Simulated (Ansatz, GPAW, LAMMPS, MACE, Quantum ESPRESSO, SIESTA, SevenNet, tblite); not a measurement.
# Which run comes nearest? Liquid 62SiO2-17Al2O3-10MgO-10Na2O (mol %) at 2000 K (94 atoms)

Density of this cell: 2.34 g/cm³. The cell holds 94 atoms: 18 Si, 10 Al, 3 Mg, 6 Na and 57 O. Its edges and angles: a = 11.041 Å, b = 11.041 Å, c = 11.041 Å, α = 90.0°, β = 90.0°, γ = 90.0°. 94 atoms (18 Si, 10 Al, 3 Mg, 6 Na, 57 O) placed at random at 2.51 g/cm³, melted at 4000 K for 10 ps at fixed volume with the Morse and Coulomb pair potential with partial charges (Pedone, Malavasi, Menziani, Cormack and Segre, J. Phys. Chem. B 110, 11780 (2006)). Snapshot at the end of a hold of 10 ps at 2000 K and zero pressure.

Geometry: as built.

The reference, a calculation:

```
method                                           : Kohn-Sham DFT, PBE, PAW, plane waves (Ansatz 0.2.0); cutoff 420 eV, Γ point, fermi-dirac smearing of 0.05 eV; PAW set soft_2
r.m.s. force component                           : 2.18 eV/Å
longest force                                    : 9.468 eV/Å
pressure                                         : 4.055 GPa
gap (highest filled to lowest empty level) : 1.459 eV
SCF cycles                                       : 10
time                                             : 16 s on 4 threads of Arm Neoverse V2, shared host
CPU time                                         : 63 s
```

**Question.** The same geometry is run in other programs. How far does each lie from the reference, and what does it cost?
- SIESTA PBE, DZP, shift 0.01 Ry, mesh 500 Ry (SIESTA 5.4.2; 2 MPI ranks)
- SIESTA PBE, SZP, shift 0.01 Ry, mesh 500 Ry (SIESTA 5.4.2; 2 MPI ranks)
- QE PBE, sssp-1.3.0-efficiency, 60/480 Ry (Quantum ESPRESSO 7.5; 4 MPI ranks)
- GPAW PBE, LCAO dzp, h 0.18 Å (GPAW 26.7.0; 1 thread)
- SIESTA PBE, DZ, shift 0.01 Ry, mesh 500 Ry (SIESTA 5.4.2; 2 MPI ranks)
- GPAW PBE, LCAO sz(dzp), h 0.18 Å (GPAW 26.7.0; 1 thread)
- MACE MP-0b2 small potential (MACE MP-0b2 small; 1 thread)
- GPAW PBE, grid h 0.18 Å (GPAW 26.7.0; 2 MPI ranks)
- GPAW PBE, LCAO dzp, h 0.18 Å, other mixer settings (GPAW 26.7.0; 2 MPI ranks)
- SevenNet l3i5 potential (SevenNet l3i5; 1 thread)

Differences are against the plane-wave reference, forces as r.m.s. over components; share is that over the reference's r.m.s. force, slope the least-squares factor from reference forces to these. Total energies of different programs have different zeros and aren't compared.

```tsv
run	Δ force, r.m.s. (meV/Å)	share (%)	slope	Δ pressure (GPa)	Δ gap (eV)	cores	CPU time	memory (GiB)
reference	-	-	-	-	-	4	63 s	1.7
SIESTA PBE, DZP, shift 0.01 Ry, mesh 500 Ry	242	11.1	1.061	2.24	-0.133	2	5.9 min	2.4
SIESTA PBE, SZP, shift 0.01 Ry, mesh 500 Ry (coarse)	575	26.4	1.191	6.28	-0.220	2	4.5 min	2.2
QE PBE, sssp-1.3.0-efficiency, 60/480 Ry	63.6	2.92	1.022	0.381	0.0034	4	15 min	4.3
GPAW PBE, LCAO dzp, h 0.18 Å	383	17.6	1.103	-	-0.147	1	3.6 min	1.9
SIESTA PBE, DZ, shift 0.01 Ry, mesh 500 Ry (coarse)	996	45.7	1.252	10.3	-0.385	2	2.4 min	1.5
GPAW PBE, LCAO sz(dzp), h 0.18 Å (coarse)	1173	53.8	1.221	-	-0.536	1	73 s	1.4
MACE MP-0b2 small potential	176	8.09	0.990	0.221	-	1	5.5 s	0.67
GPAW PBE, grid h 0.18 Å	198	9.08	1.066	-	0.026	2	12 min	3.1
GPAW PBE, LCAO dzp, h 0.18 Å, other mixer settings	383	17.6	1.103	-	-0.147	2	5.2 min	2.1
SevenNet l3i5 potential	97.9	4.49	1.003	-0.135	-	1	9 s	1.5
```

Rows marked coarse were listed beforehand as settings not expected to be converged; some can still land near the reference.

Times of the machine-learned potentials are mostly Python's start and the loading of weights.

CPU time is summed over cores on a shared host, where runs went side by side, so it is rough. Symmetry, cutoffs, thresholds, outputs and thread counts weren't matched or tuned between programs; memory under MPI is the largest rank's times the ranks.

PBE on plane waves or a grid with other potentials, cutoffs or grids, coarse settings apart, differs from the reference by 2.9 % (QE PBE, sssp-1.3.0-efficiency, 60/480 Ry) to 9.1 % (GPAW PBE, grid h 0.18 Å) of the r.m.s. force; this holds the reference's own error, so differences of a few per cent don't tell which side is nearer the exact PBE result (QE's 60 Ry are 816 eV, against the reference's 420 eV). The PBE runs in local orbitals, coarse settings apart, differ by 11 % (SIESTA PBE, DZP, shift 0.01 Ry, mesh 500 Ry) to 18 % (GPAW PBE, LCAO dzp, h 0.18 Å); basis, grid and potentials can all enter. Machine-learned potentials differ by 4.5 % (SevenNet l3i5 potential) to 8.1 % (MACE MP-0b2 small potential); they were trained on other programs' data. Runs with settings chosen to be coarse differ by 26 % (SIESTA PBE, SZP, shift 0.01 Ry, mesh 500 Ry) to 54 % (GPAW PBE, LCAO sz(dzp), h 0.18 Å), their programs' other errors included. Machine-learned potentials mimic data converged in k, so the reference's own k-point error enters their differences. The network of bonds at the start is that of the classical potential that made the cell, and needn't be the one that DFT or experiment would give. The electronic-structure runs sample only Γ, in a cell whose shortest periodic width is 11 Å.

[Logs are printed without paths, hosts, clocks, repeated set-up lines and the standing remarks that a program may print on its own settings, such as how far it seeks lower states.]

[Hosts, paths, dates, database ids (printed as entryN), source tags and the programs' standing remarks are cut or masked in the printed files.]
